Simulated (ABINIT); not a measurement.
# Beyond one shot: MgO (Fm-3m), part 2 of 2

Wanted: G0W0 and self-consistent gaps of MgO (Fm-3m), with the cost of the cycles.

ABINIT 10.8.3; LDA and many-body steps on it, plane waves. Known limits of the many-body steps: not at the basis limit.

So far. Step 10 (evGW, cycle 1): Against G0W0 in ABINIT (6×6×6 mesh, 96 bands, screening to 244.9 eV, Godby-Needs plasmon pole), the gap moves by +1.089 eV. Step 13 (evGW, cycle 2): Against the cycle before, the gap moves by +0.094 eV.

**16. evGW, cycle 3**

This step: evGW on LDA, plane waves, norm-conserving pseudopotentials.

The input, run.abi:

```
acell 3*1.0 Angstrom
rprim 
  -0.000000000000 2.097001392700 2.097001392700
  2.097001392700 -0.000000000000 2.097001392700
  2.097001392700 2.097001392700 -0.000000000000
ntypat 2
znucl 12 8
natom 2
typat 1 2
xred 
  0.000000000000 0.000000000000 0.000000000000
  0.500000000000 0.500000000000 0.500000000000
pp_dirpath "pseudos"
pseudos "Mg.upf, O.upf"
ecut 38
ngkpt 6 6 6
nshiftk 1
shiftk 0 0 0
kptopt 1
chksymbreak 0
istwfk *1
occopt 1
irdwfk 1
optdriver 4
nband 96
gwcalctyp 10
ecutsigx 38
symsigma 1
nkptgw 16
kptgw 
  0.0000000000 0.0000000000 0.0000000000
  0.1666666667 0.0000000000 0.0000000000
  0.3333333333 0.0000000000 0.0000000000
  0.5000000000 0.0000000000 0.0000000000
  0.1666666667 0.1666666667 0.0000000000
  0.3333333333 0.1666666667 0.0000000000
  0.5000000000 0.1666666667 0.0000000000
  -0.3333333333 0.1666666667 0.0000000000
  -0.1666666667 0.1666666667 0.0000000000
  0.3333333333 0.3333333333 0.0000000000
  0.5000000000 0.3333333333 0.0000000000
  -0.3333333333 0.3333333333 0.0000000000
  0.5000000000 0.5000000000 0.0000000000
  0.5000000000 0.3333333333 0.1666666667
  -0.3333333333 0.3333333333 0.1666666667
  -0.3333333333 0.5000000000 0.1666666667
bdgw 
  1 15
  1 15
  1 15
  1 15
  1 15
  1 15
  1 15
  1 15
  1 15
  1 15
  1 15
  1 15
  1 15
  1 15
  1 15
  1 15
ecuteps 9
irdscr 1
ppmodel 1
irdqps 1
indata_prefix "in"
outdata_prefix "out"
tmpdata_prefix "tmp"
```

Started as:

```bash
OMP_NUM_THREADS=1 mpirun -n 8 abinit run.abi > log
```

Wall time 6 min (8 MPI ranks of Arm Neoverse V1, shared host); peak memory 2.1 GiB; 48 min of CPU time.

This step gave:

| Quantity | Value |
| --- | --- |
| quasiparticle gap on the mesh | 8.73 eV |
| gap of the density functional on the mesh | 4.817 eV |
| k of the valence top | 0, 0, 0 |
| k of the conduction bottom | 0, 0, 0 |
| least direct quasiparticle gap on the computed points | 8.73 eV |

Against the cycle before, the gap moves by +0.013 eV.

**17. Screening, 6×6×6 mesh, 96 bands, screening to 244.9 eV**

This step: RPA screening on LDA, plane waves, norm-conserving pseudopotentials.

The input, run.abi:

```
acell 3*1.0 Angstrom
rprim 
  -0.000000000000 2.097001392700 2.097001392700
  2.097001392700 -0.000000000000 2.097001392700
  2.097001392700 2.097001392700 -0.000000000000
ntypat 2
znucl 12 8
natom 2
typat 1 2
xred 
  0.000000000000 0.000000000000 0.000000000000
  0.500000000000 0.500000000000 0.500000000000
pp_dirpath "pseudos"
pseudos "Mg.upf, O.upf"
ecut 38
ngkpt 6 6 6
nshiftk 1
shiftk 0 0 0
kptopt 1
chksymbreak 0
istwfk *1
occopt 1
irdwfk 1
optdriver 3
nband 96
ecuteps 9
inclvkb 2
awtr 1
symchi 1
gwcalctyp 10
mbpt_sciss 4.432 eV
nqptdm 1
qptdm 
  0 0 0
indata_prefix "in"
outdata_prefix "out"
tmpdata_prefix "tmp"
```

Run time: 3 s. Hardware: 8 MPI ranks; peak memory 0.52 GiB.

Numbers from this step:

| Item | Value |
| --- | --- |
| ε∞ with local fields, on this mesh, along the program's q direction | 2.537 |
| the same without local fields | 2.677 |
| plasma frequency | 34.59 eV |
| plane waves in the screening matrix | 169 |

This screening uses the functional's bands under a rigid shift, the mean opening of the cycle before.

**18. Screening, 6×6×6 mesh, 96 bands, screening to 244.9 eV**

This step: RPA screening on LDA from quasiparticle energies, plane waves, norm-conserving pseudopotentials.

run.abi, as its differences from that of step 17:

```diff
@@ -29,7 +29,21 @@
 symchi 1
+irdqps 1
 gwcalctyp 10
-mbpt_sciss 4.432 eV
-nqptdm 1
+nqptdm 15
 qptdm 
-  0 0 0
+  0.1666666667 0.0000000000 0.0000000000
+  0.3333333333 0.0000000000 0.0000000000
+  0.5000000000 0.0000000000 0.0000000000
+  0.1666666667 0.1666666667 0.0000000000
+  0.3333333333 0.1666666667 0.0000000000
+  0.5000000000 0.1666666667 0.0000000000
+  -0.3333333333 0.1666666667 0.0000000000
+  -0.1666666667 0.1666666667 0.0000000000
+  0.3333333333 0.3333333333 0.0000000000
+  0.5000000000 0.3333333333 0.0000000000
+  -0.3333333333 0.3333333333 0.0000000000
+  0.5000000000 0.5000000000 0.0000000000
+  0.5000000000 0.3333333333 0.1666666667
+  -0.3333333333 0.3333333333 0.1666666667
+  -0.3333333333 0.5000000000 0.1666666667
 indata_prefix "in"
```

The input, mrgscr.stdin:

```
2
merged
q0_SCR
out_SCR
1
```

Started as:

```bash
OMP_NUM_THREADS=1 mpirun -n 8 abinit run.abi > log; mrgscr < mrgscr.stdin
```

It took 36 s on 8 MPI ranks; peak memory 1.2 GiB; 4.8 min of CPU time.

This step gave:

```yaml
plasma_frequency: 34.59 eV
plane_waves_in_the_screening_matrix: 169
```

This screening reads the quasiparticle levels of the cycle before.

**19. evGW, cycle 4**

This step: evGW on LDA, plane waves, norm-conserving pseudopotentials.

run.abi, as its differences from that of step 18:

```diff
@@ -23,12 +23,10 @@
 irdwfk 1
-optdriver 3
+optdriver 4
 nband 96
-ecuteps 9
-inclvkb 2
-awtr 1
-symchi 1
-irdqps 1
 gwcalctyp 10
-nqptdm 15
-qptdm 
+ecutsigx 38
+symsigma 1
+nkptgw 16
+kptgw 
+  0.0000000000 0.0000000000 0.0000000000
   0.1666666667 0.0000000000 0.0000000000
@@ -48,2 +46,23 @@
   -0.3333333333 0.5000000000 0.1666666667
+bdgw 
+  1 15
+  1 15
+  1 15
+  1 15
+  1 15
+  1 15
+  1 15
+  1 15
+  1 15
+  1 15
+  1 15
+  1 15
+  1 15
+  1 15
+  1 15
+  1 15
+ecuteps 9
+irdscr 1
+ppmodel 1
+irdqps 1
 indata_prefix "in"
```

Started as:

```bash
OMP_NUM_THREADS=1 mpirun -n 8 abinit run.abi > log
```

Run time: 6 min. Hardware: 8 MPI ranks; peak memory 2.1 GiB.

Numbers from this step:

- quasiparticle gap on the mesh: 8.731 eV
- gap of the density functional on the mesh: 4.817 eV
- k of the valence top: 0, 0, 0
- k of the conduction bottom: 0, 0, 0
- least direct quasiparticle gap on the computed points: 8.731 eV

Against the cycle before, the gap moves by +0.001 eV.

**20. The runs together**

Times are wall times on 8 MPI ranks of Arm Neoverse V1, shared host, good to a factor of about two. A run's time includes the screening step that it read.

```csv
run,mesh,bands,screening cutoff (eV),DFT gap (eV),gap on the mesh (eV),direct (eV),ε∞ used,time
G0W0,6×6×6,96,244.9,4.817,7.534,7.534,3.09,46 s
"evGW0, cycle 1",6×6×6,96,244.9,4.817,8.104,8.104,3.09,6.7 min
"evGW0, cycle 2",6×6×6,96,244.9,4.817,7.933,7.933,3.09,6.6 min
"evGW0, cycle 3",6×6×6,96,244.9,4.817,7.941,7.941,3.09,6.6 min
"evGW, cycle 1",6×6×6,96,244.9,4.817,8.623,8.623,2.62,6.7 min
"evGW, cycle 2",6×6×6,96,244.9,4.817,8.717,8.717,2.55,6.7 min
"evGW, cycle 3",6×6×6,96,244.9,4.817,8.730,8.730,2.54,6.7 min
"evGW, cycle 4",6×6×6,96,244.9,4.817,8.731,8.731,2.54,6.7 min
```

**21. What came out**

| Item | Value |
| --- | --- |
| G0W0 | 7.534 eV |
| evGW0, cycle 1 | 8.104 eV |
| evGW0, cycle 2 | 7.933 eV |
| evGW0, cycle 3 | 7.941 eV |
| evGW, cycle 1 | 8.623 eV |
| evGW, cycle 2 | 8.717 eV |
| evGW, cycle 3 | 8.730 eV |
| evGW, cycle 4 | 8.731 eV |
| known limits | not at the basis limit |

In words: Only the bands that the input lists are updated; the others, empty or deep, keep the functional's energies or take a rigid shift. The evGW loop starts from the last levels of evGW0, so its cycles and time come on top of those. evGW0 ends at 7.94 eV, +0.41 eV from G0W0, after 3 cycles that took 18 min beside the first screening; the last moved the gap by 0.008 eV. evGW ends at 8.73 eV, +1.20 eV from G0W0, after 4 cycles that took 27 min beside the first screening; the last moved the gap by 0.001 eV. The first cycle of evGW0 takes the full correction, without the factor Z, so it overshoots the one-shot value. Against experiment, by evGW, cycle 4: the direct gap of 8.73 eV lies +0.90 eV from the measured 7.83 eV (direct, quoted 2021). An exciton line or allowed optical edge lies below the quasiparticle gap by the binding energy; a forbidden edge can push the onset above it. These are gaps on the mesh, at modest bands and cutoff. The calculation has static nuclei and no excitons; a measured gap holds zero-point and thermal motion, which mostly lowers it. Bands and cutoff are finite, so the gap is not at the basis limit. The miss can reach some tenths of an eV and take either sign; the mesh is an error of its own. In the updated screening the q = 0 part is built from Kohn-Sham bands under a rigid shift, the other q from the quasiparticle levels.

[Paths, hosts, dates, memory and timing lines, banners, echoed tables and standing remarks are left out of the program output.]

[Logs are printed without paths, hosts, clocks, repeated set-up lines and the standing remarks that a program may print on its own settings, such as how far it seeks lower states.]

[Runs of the session that timed out or met a known fault of the program may be left out.]

[Hosts, paths, dates, database ids (printed as entryN), source tags and the programs' standing remarks are cut or masked in the printed files.]

[G0W0 gaps are taken among the corrected bands and points alone; a level outside them can change the order at an edge.]

[Where Ansatz stands beside ABINIT at settings called matched, ABINIT's density can come from a denser mesh and the files from another edition; pairs whose starting gaps differed by over 0.03 eV were left out, so agreement reads better than it is.]
